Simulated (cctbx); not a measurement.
# Occupancies in Sr2Ta

Cell a = 6.8170 Å, b = 6.8170 Å, c = 21.7600 Å, α = 90.00°, β = 90.00°, γ = 120.00°; space group P6_3/mmc (no. 194); nominal formula Sr2Ta.

Simulated single-crystal data (cctbx): Mo Kα, λ = 0.71073 Å, to d = 0.77 Å, 50 % of the full sphere, strongest reflection 40000 counts, noise from counting, a 3 % proportional error and a noise floor of 4 counts (s.d.); no absorption.

With every site full:

```text
Rint 0.028, 431 unique reflections to 0.77 A
cycle     R1     wR2    GooF  max shift (A)
   1  0.1402  0.2975  15.094   0.00033
   2  0.0118  0.0267   1.355   0.00000
final R1 0.0118 wR2 0.0267 GooF 1.355  parameters 17  data/parameter 25.4
atom        x        y        z      Ueq    occ   su(xyz)  su(Uiso or U11)
Ta1    0.66667  0.33333  0.15761   0.0038  1.000  0.00001  0.0001
Ta2    0.00000  0.00000  0.90791   0.0020  1.000  0.00001  0.0001
Sr1    0.33777  0.16889  0.75000   0.0031  1.000  0.00008  0.0002
Sr2    0.66667  0.33333  0.87812   0.0029  1.000  0.00003  0.0002
Sr3    0.00000  0.50000  0.50000   0.0037  1.000  0.00000  0.0002
difference map: max 1.14 min -1.31 rms 0.17
Q1    0.0000  0.0000  0.1066    4    1.15  0.32 A from Ta2
Q2    0.2094  0.6047  0.2500    6    0.89  1.70 A from Sr1
Q3    0.0000  0.5000  0.0000    6    0.72  0.00 A from Sr3
Q4    0.1651  0.3302  0.7500    6    0.68  1.97 A from Sr1
Q5    0.0911  0.1822  0.6821   12    0.51  2.23 A from Ta2
Q6    0.3333  0.6667  0.0657    4    0.51  1.22 A from Sr2
```

With the occupancies of the suspect sites free, each still typed as its main element:

```text
Rint 0.028, 431 unique reflections to 0.77 A
cycle     R1     wR2    GooF  max shift (A)
   1  0.0807  0.1685   8.560   0.00015
  16  0.0089  0.0183   0.930   0.00001
final R1 0.0089 wR2 0.0183 GooF 0.928  parameters 18  data/parameter 23.9
atom        x        y        z      Ueq    occ   su(xyz)  su(Uiso or U11)
Ta1    0.66667  0.33333  0.15762   0.0030  0.974  0.00001  0.0001
Ta2    0.00000  0.00000  0.90790   0.0025  1.000  0.00001  0.0001
Sr1    0.33777  0.16888  0.75000   0.0036  1.000  0.00005  0.0001
Sr2    0.66667  0.33333  0.87810   0.0034  1.000  0.00002  0.0001
Sr3    0.00000  0.50000  0.50000   0.0041  1.000  0.00000  0.0001
su of occupancy Ta1: 0.001
difference map: max 0.92 min -0.56 rms 0.14
Q1    0.2114  0.6057  0.2500    6    0.95  1.70 A from Sr1
Q2    0.1639  0.3279  0.7500    6    0.66  1.97 A from Sr1
Q3    0.3333  0.6667  0.0686    4    0.52  1.16 A from Sr2
Q4    0.0000  0.0000  0.1156    4    0.50  0.51 A from Ta2
Q5    0.1252  0.5626  0.2066   12    0.50  1.95 A from Sr1
Q6    0.0899  0.1798  0.6831   12    0.49  2.25 A from Ta2
```

**Question.** What is the disorder?

X-rays count electrons. Ta1 refines to 0.974(0.001), or 71.1 electrons; the site truly holds 0.97 Ta, 70.8 electrons, which is 0.970 of Ta. A value under 1 can't tell vacancies from a lighter guest, and one over 1 needs a heavier guest; chemistry or a second radiation must settle which. Occupancy correlates with U and the scale, so the match is approximate.

Freeing them takes R1 from 0.0118 to 0.0089 and GooF from 1.35 to 0.93.

The model was made for the exercise: a known structure type with other elements put in, its volume estimated, not relaxed; displacement parameters are assumed.

[Middle refinement cycles are left out of these outputs.]

[Logs are printed without paths, hosts, clocks, repeated set-up lines and the standing remarks that a program may print on its own settings, such as how far it seeks lower states.]
